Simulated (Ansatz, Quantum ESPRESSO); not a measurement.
## TiSnTe3 (Pm-3m): zone-centre phonons: relaxation

Quantum ESPRESSO 8.0 development, patched; DFT LDA, scalar-relativistic, plane waves, PseudoDojo norm-conserving pseudopotentials.

The structure was built from a prototype and need not be the compound's stable phase.

It takes space group Pm-3m (No. 221, cubic). The conventional cell has a = 5.471 Å, b = 5.471 Å, c = 5.471 Å, α = 90.00°, β = 90.00°, γ = 90.00°. Sn has 12 Te at 3.87 Å nearest. Nearest to Ti lie 6 Te at 2.74 Å. Te has 2 Ti at 2.74 Å nearest. Farther neighbours and most contacts between anions are not listed.

Step by step:

| step | energy less that of the first step (eV) | largest force (eV/Å) | pressure (GPa) | volume (Å³) |
| --- | --- | --- | --- | --- |
| 1 | 0.0000 | 0.0000 | -5.61 | 163.74 |
| 2 | -0.1484 | 0.0000 | -4.63 | 159.10 |
| 3 | -0.3081 | 0.0000 | -2.83 | 152.32 |
| 4 | -0.3802 | 0.0000 | 0.64 | 142.69 |
| 5 | -0.3832 | 0.0000 | -0.06 | 144.38 |
| 6 | -0.3832 | 0.0000 | 0.00 | 144.23 |
| 7 | -0.3832 | 0.0000 | 0.00 | 144.23 |
| 8 | -0.3811 | 0.0000 | 0.00 | 144.23 |

| conventional cell, symmetrised | before | after | change |
| --- | --- | --- | --- |
| a (Å) | 5.471 | 5.244 | -4.1 % |
| b (Å) | 5.471 | 5.244 | -4.1 % |
| c (Å) | 5.471 | 5.244 | -4.1 % |
| volume (Å³/atom) | 32.75 | 28.85 | -11.9 % |

Final coordinates:

```xyz
5
Lattice="5.2443 0.0000 0.0000 0.0000 5.2443 0.0000 0.0000 0.0000 5.2443" Properties=species:S:1:pos:R:3 pbc="T T T"
Sn    0.0000    0.0000    0.0000
Ti    2.6222    2.6222    2.6222
Te    2.6222    2.6222    0.0000
Te    2.6222    0.0000    2.6222
Te    0.0000    2.6222    2.6222
```

The last row of the table of steps is pw.x's closing run on a basis chosen anew for the final cell, so its energy can jump.

Numbers from this step:

| Item | Value |
| --- | --- |
| volume per atom | 28.85 Å³ |
| pressure | -0.004 GPa |

The volume changes by -11.9 % from the cell with which this run began.

Q: Write an input that reproduces this.

The system, level and task follow from the heading and the kind of results. Meshes, cutoffs and thresholds can't be read from the results; these are the ones that the run used.

File relax.in:

```
&CONTROL
  calculation   = 'vc-relax'
  prefix        = 'x'
  outdir        = './tmp'
  pseudo_dir    = './pseudo'
  tprnfor       = .true.
  tstress       = .true.
  forc_conv_thr = 2.0d-05
  etot_conv_thr = 1.0d-07
  nstep         = 40
/
&SYSTEM
  ibrav       = 1
  celldm(1)   = 10.33831368
  nat         = 5
  ntyp        = 3
  ecutwfc     = 101
  occupations = 'smearing'
  smearing    = 'mv'
  degauss     = 0.02
/
&ELECTRONS
  conv_thr         = 1.0d-11
  mixing_beta      = 0.7
  electron_maxstep = 100
/
&IONS
/
&CELL
  press_conv_thr = 0.2
/
ATOMIC_SPECIES
 Sn    118.7100  Sn.upf
 Ti     47.8670  Ti.upf
 Te    127.6000  Te.upf
ATOMIC_POSITIONS crystal
 Sn     0.000000000   0.000000000   0.000000000
 Ti     0.500000000   0.500000000   0.500000000
 Te     0.500000000   0.500000000   0.000000000
 Te     0.500000000   0.000000000   0.500000000
 Te     0.000000000   0.500000000   0.500000000
K_POINTS automatic
 6 6 6 0 0 0
```

On the command line:

```bash
OMP_NUM_THREADS=1 mpirun -n 4 pw.x -nk 4 -in relax.in > relax.out
```

[Host names and launcher messages were left out of these logs when they were recorded.]

[Logs are printed without paths, hosts, clocks, repeated set-up lines and the standing remarks that a program may print on its own settings, such as how far it seeks lower states.]

[Hosts, paths, dates, database ids (printed as entryN), source tags and the programs' standing remarks are cut or masked in the printed files.]
